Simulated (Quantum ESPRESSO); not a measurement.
## La2Fe2Se2O3: spin-resolved density of states

Aim: the densities of states of La2Fe2Se2O3 in the lowest state of several starts.

Program: Quantum ESPRESSO 7.5. Level of theory: PBEsol with U = 4.5 eV on Fe d (ortho-atomic projectors); plane waves with GBRV 1.5 PBEsol potentials, no spin-orbit coupling. Results are calculated unless marked as measured.

## (1) Set-up

The structure is tetragonal, space group I4/mmm (No. 139). The conventional cell has a = 4.122 Å, b = 4.122 Å, c = 18.979 Å, α = 90.00°, β = 90.00°, γ = 90.00°. Nearest to La lie 4 O at 2.39 Å and 4 Se at 3.36 Å. Fe has 2 O at 2.06 Å and 4 Se at 2.77 Å nearest. Nearest to Se lie 4 Fe at 2.77 Å and 4 La at 3.36 Å. Nearest to O lie 4 Fe at 2.06 Å. Nearest to O lie 4 La at 2.39 Å. Farther neighbours and most contacts between anions are not listed.

The cell comes from Materials Project 2023-11-01, a database of computed structures, and need not be the stable phase.

## (2) The magnetic state

This state came out lowest in a comparison of starts that is told elsewhere.

Contents of pw.in:

```
&CONTROL
  calculation = 'scf'
  prefix = 'pwscf'
  outdir = './tmp'
  pseudo_dir = './pseudo'
  disk_io = 'low'
/
&SYSTEM
  ibrav = 0
  celldm(1) = 8
  nat = 9
  ntyp = 5
  ecutwfc = 40
  ecutrho = 280
  nbnd = 59
  occupations = 'smearing'
  smearing = 'fd'
  degauss = 0.00367493
  nspin = 2
  starting_magnetization(1) = 0
  starting_magnetization(2) = 0.25
  starting_magnetization(3) = -0.25
  starting_magnetization(4) = 0
  starting_magnetization(5) = 0
/
&ELECTRONS
  conv_thr = 1.8d-08
  electron_maxstep = 150
  mixing_beta = 0.3
/
ATOMIC_SPECIES
La    138.9055 la_pbesol_v1.uspp.F.UPF
Fe1    55.8450 fe_pbesol_v1.5.uspp.F.UPF
Fe2    55.8450 fe_pbesol_v1.5.uspp.F.UPF
Se     78.9710 se_pbesol_v1.uspp.F.UPF
O      15.9990 o_pbesol_v1.2.uspp.F.UPF
CELL_PARAMETERS alat
  -0.4867992383363    0.4868027816909    2.2415679752646
   0.4867992383363   -0.4868027816909    2.2415679752646
   0.4867992383363    0.4868027816909   -2.2415679752646
ATOMIC_POSITIONS crystal
La      0.3136675000    0.3136675000    0.0000000000
La      0.6863325000    0.6863325000    0.0000000000
Fe1     0.0000000000    0.5000000000    0.5000000000
Fe2     0.5000000000    0.0000000000    0.5000000000
Se      0.9021490000    0.9021490000    0.0000000000
Se      0.0978510000    0.0978510000    0.0000000000
O       0.5000000000    0.5000000000    0.0000000000
O       0.2500010000    0.7500010000    0.5000000000
O       0.7499990000    0.2499990000    0.5000000000
K_POINTS automatic
6 6 6 0 0 0
HUBBARD {ortho-atomic}
U Fe1-3d 4.5000
U Fe2-3d 4.5000
```

Command:

```sh
$ OMP_NUM_THREADS=1 mpirun -n 4 pw.x -nk 4 -in pw.in > pw.out
```

Log:

```text
Program PWSCF v.7.5 starts

     Message from routine setup:
     using ibrav=0 with symmetry is DISCOURAGED, use correct ibrav instead

     K-points division:     npool     =       4
     Subspace diagonalization in iterative solution of the eigenvalue problem:

     bravais-lattice index     =            0
     lattice parameter (alat)  =       8.0000  a.u.
     unit-cell volume          =    1087.8896 (a.u.)^3
     number of atoms/cell      =            9
     number of atomic types    =            5
     number of electrons       =        84.00
     number of Kohn-Sham states=           59
     kinetic-energy cutoff     =      40.0000  Ry
     charge density cutoff     =     280.0000  Ry
     scf convergence threshold =      1.8E-08
     mixing beta               =       0.3000
     number of iterations used =            8  plain     mixing
     Exchange-correlation= SLA  PW   PSX  PSC
                           (   1   4  10   8   0   0   0)
     Hubbard projectors: ortho-atomic
     Hubbard parameters of DFT+U (Dudarev formulation) in eV:
     U(Fe1-3d) =  4.5000
     U(Fe2-3d) =  4.5000

     Internal variables: lda_plus_u =T, lda_plus_u_kind = 0

     Internal variables: orbital_resolved =F, hub_pot_fix =F, apply_U = F

     celldm(1)=   8.000000  celldm(2)=   0.000000  celldm(3)=   0.000000
     celldm(4)=   0.000000  celldm(5)=   0.000000  celldm(6)=   0.000000

     crystal axes: (cart. coord. in units of alat)
               a(1) = (  -0.486799   0.486803   2.241568 )
               a(2) = (   0.486799  -0.486803   2.241568 )
               a(3) = (   0.486799   0.486803  -2.241568 )

     reciprocal axes: (cart. coord. in units 2 pi/alat)
               b(1) = (  0.000000  1.027110  0.223058 )
               b(2) = (  1.027117  0.000000  0.223058 )
               b(3) = (  1.027117  1.027110  0.000000 )

     PseudoPot. # 1 for La read from file:
     la_pbesol_v1.uspp.F.UPF
     Pseudo is Ultrasoft + core correction, Zval = 11.0

     PseudoPot. # 2 for Fe read from file:
     fe_pbesol_v1.5.uspp.F.UPF
     Pseudo is Ultrasoft + core correction, Zval = 16.0

     PseudoPot. # 3 for Fe read from file:
     fe_pbesol_v1.5.uspp.F.UPF
     Pseudo is Ultrasoft + core correction, Zval = 16.0

     PseudoPot. # 4 for Se read from file:
     se_pbesol_v1.uspp.F.UPF
     Pseudo is Ultrasoft + core correction, Zval =  6.0

     PseudoPot. # 5 for O  read from file:
     o_pbesol_v1.2.uspp.F.UPF
     Pseudo is Ultrasoft + core correction, Zval =  6.0

     atomic species   valence    mass     pseudopotential
     La               11.00   138.90550     La( 1.00)
     Fe1              16.00    55.84500     Fe( 1.00)
     Fe2              16.00    55.84500     Fe( 1.00)
     Se                6.00    78.97100     Se( 1.00)
     O                 6.00    15.99900     O ( 1.00)

     Starting magnetic structure
     atomic species   magnetization
     La              0.000
     Fe1             0.250
     Fe2            -0.250
     Se              0.000
     O               0.000

      8 Sym. Ops., with inversion, found

   Cartesian axes

     site n.     atom                  positions (alat units)
         1        La     tau(   1) = (   0.0000000  -0.0000000   1.4062140  )
         2        La     tau(   2) = (   0.0000000  -0.0000000   3.0769219  )
         3        Fe1    tau(   3) = (   0.4867992   0.0000000   0.0000000  )
         4        Fe2    tau(   4) = (   0.0000000   0.4868028   0.0000000  )
         5        Se     tau(   5) = (   0.0000000  -0.0000000   4.0444566  )
         6        Se     tau(   6) = (   0.0000000   0.0000000   0.4386793  )
         7        O      tau(   7) = (   0.0000000   0.0000000   2.2415680  )
         8        O      tau(   8) = (   0.4867992  -0.0000000   1.1207885  )
         9        O      tau(   9) = (   0.0000000   0.4868028   1.1207795  )

     number of k points=    46  Fermi-Dirac smearing, width (Ry)=  0.0037
                       cart. coord. in units 2pi/alat
        k(    1) = (   0.0000000   0.0000000   0.0000000), wk =   0.0046296
        k(    2) = (   0.1711862   0.1711850   0.0000000), wk =   0.0185185
        k(    3) = (   0.3423725   0.3423700   0.0000000), wk =   0.0185185
        k(    4) = (  -0.5135587  -0.5135550   0.0000000), wk =   0.0092593
        k(    5) = (   0.1711862   0.0000000   0.0371764), wk =   0.0185185
        [... 41 further k-points ...]

     Dense  grid:    86063 G-vectors     FFT dimensions: ( 100, 100, 100)

     Smooth grid:    37233 G-vectors     FFT dimensions: (  75,  75,  75)

     Check: negative core charge=   -0.000014
     Generating pointlists ...
     new r_m :   0.2328 (alat units)  1.8622 (a.u.) for type    1
     new r_m :   0.2008 (alat units)  1.6064 (a.u.) for type    2
     new r_m :   0.2008 (alat units)  1.6064 (a.u.) for type    3
     new r_m :   0.2703 (alat units)  2.1625 (a.u.) for type    4
     new r_m :   0.2008 (alat units)  1.6064 (a.u.) for type    5

     Initial potential from superposition of free atoms

     starting charge      81.9411, renormalised to      84.0000

     negative rho (up, down):  7.774E-02 7.774E-02

     STARTING HUBBARD OCCUPATIONS:

     =================== HUBBARD OCCUPATIONS ===================
     ------------------------ ATOM    3 ------------------------
     Tr[ns(  3)] (up, down, total) =   5.00000  0.00000  5.00000
     Atomic magnetic moment for atom   3 =   5.00000
     [... lines left out ...]
     ------------------------ ATOM    4 ------------------------
     Tr[ns(  4)] (up, down, total) =   0.00000  5.00000  5.00000
     Atomic magnetic moment for atom   4 =  -5.00000
     [... lines left out ...]
     Number of occupied Hubbard levels =   10.0000

     Atomic wfc used for Hubbard projectors are orthogonalized

     Starting wfcs are   86 randomized atomic wfcs

     Self-consistent Calculation

     iteration #  1     ecut=    40.00 Ry     beta= 0.30
     Davidson diagonalization with overlap
     ethr =  1.00E-02,  avg # of iterations =  4.7

     =================== HUBBARD OCCUPATIONS ===================
     ------------------------ ATOM    3 ------------------------
     Tr[ns(  3)] (up, down, total) =   4.96317  4.17522  9.13840
     Atomic magnetic moment for atom   3 =   0.78795
     [... lines left out ...]
     ------------------------ ATOM    4 ------------------------
     Tr[ns(  4)] (up, down, total) =   4.17490  4.96315  9.13806
     Atomic magnetic moment for atom   4 =  -0.78825
     [... lines left out ...]
     Number of occupied Hubbard levels =   18.2765

     negative rho (up, down):  7.588E-02 7.589E-02

     total energy              =    -867.48656258 Ry
     estimated scf accuracy    <      48.34524687 Ry

     total magnetization       =    -0.00 Bohr mag/cell
     absolute magnetization    =     2.27 Bohr mag/cell

     iteration #  2     ecut=    40.00 Ry     beta= 0.30
     Davidson diagonalization with overlap
     ethr =  1.00E-02,  avg # of iterations =  6.8

     total energy              =    -860.49039819 Ry
     estimated scf accuracy    <     665.45341598 Ry

     total magnetization       =     0.00 Bohr mag/cell
     absolute magnetization    =     0.15 Bohr mag/cell

     [... further iterations left out ...]

     iteration # 22     ecut=    40.00 Ry     beta= 0.30
     Davidson diagonalization with overlap
     ethr =  2.11E-10,  avg # of iterations =  4.5

     negative rho (up, down):  5.514E-02 5.514E-02

     total energy              =    -888.72384325 Ry
     estimated scf accuracy    <       0.00000025 Ry

     total magnetization       =     0.00 Bohr mag/cell
     absolute magnetization    =     7.60 Bohr mag/cell

     iteration # 23     ecut=    40.00 Ry     beta= 0.30
     Davidson diagonalization with overlap
     ethr =  2.11E-10,  avg # of iterations =  3.8

     negative rho (up, down):  5.513E-02 5.513E-02

     Magnetic moment per site  (integrated on atomic sphere of radius R)
     atom   1 (R=0.233)  charge=  6.2467  magn= -0.0000
     atom   2 (R=0.233)  charge=  6.2467  magn= -0.0000
     atom   3 (R=0.201)  charge= 13.3103  magn=  3.3496
     atom   4 (R=0.201)  charge= 13.3102  magn= -3.3496
     atom   5 (R=0.270)  charge=  4.4809  magn=  0.0000
     atom   6 (R=0.270)  charge=  4.4809  magn=  0.0000
     atom   7 (R=0.201)  charge=  5.6073  magn=  0.0000
     atom   8 (R=0.201)  charge=  5.6087  magn=  0.0000
     atom   9 (R=0.201)  charge=  5.6087  magn=  0.0000

     End of self-consistent calculation

     =================== HUBBARD OCCUPATIONS ===================
     ------------------------ ATOM    3 ------------------------
     Tr[ns(  3)] (up, down, total) =   4.91871  1.24174  6.16045
     Atomic magnetic moment for atom   3 =   3.67697
     [... lines left out ...]
     ------------------------ ATOM    4 ------------------------
     Tr[ns(  4)] (up, down, total) =   1.24173  4.91871  6.16044
     Atomic magnetic moment for atom   4 =  -3.67698
     [... lines left out ...]
     Number of occupied Hubbard levels =   12.3209

     [... lines left out ...]
     the Fermi energy is    10.9249 ev

!    total energy              =    -888.72384332 Ry
     estimated scf accuracy    <       0.00000001 Ry
     smearing contrib. (-TS)   =      -0.00000000 Ry
     internal energy E=F+TS    =    -888.72384332 Ry

     The total energy is F=E-TS. E is the sum of the following terms:
     one-electron contribution =    -514.31266921 Ry
     hartree contribution      =     298.46230200 Ry
     xc contribution           =    -236.48989289 Ry
     ewald contribution        =    -436.51488864 Ry
     Hubbard energy            =       0.13130542 Ry

     total magnetization       =     0.00 Bohr mag/cell
     absolute magnetization    =     7.60 Bohr mag/cell

     convergence has been achieved in  23 iterations

=------------------------------------------------------------------------------=
   JOB DONE.
=------------------------------------------------------------------------------=
```

Run time: 17 min. Hardware: 4 MPI ranks of Arm Neoverse V2, shared host; peak memory 2.1 GiB.

Spin moment in the atom's sphere by atom:

```tsv
atom	spin moment in the atom's sphere (μB)
La1	0.00
La2	0.00
Fe3	3.35
Fe4	-3.35
Se5	0.00
Se6	0.00
O7	0.00
O8	0.00
O9	0.00
```

This step gave:

- smearing term TS: 1.26e-11 eV
- magnetization: 0 μB
- absolute magnetization: 7.595 μB
- final state: antiferromagnetic

[end of part 1 of 2]

[Logs and program files are shortened in this print: banners, set-up blocks, solver, clock and traceback lines can be left out without a mark of their own.]

[Logs are printed without paths, hosts, clocks, repeated set-up lines and the standing remarks that a program may print on its own settings, such as how far it seeks lower states.]

[Hosts, paths, dates, database ids (printed as entryN), source tags and the programs' standing remarks are cut or masked in the printed files.]

[Where a cell is said to come from a database of computed structures, the database is the Materials Project.]
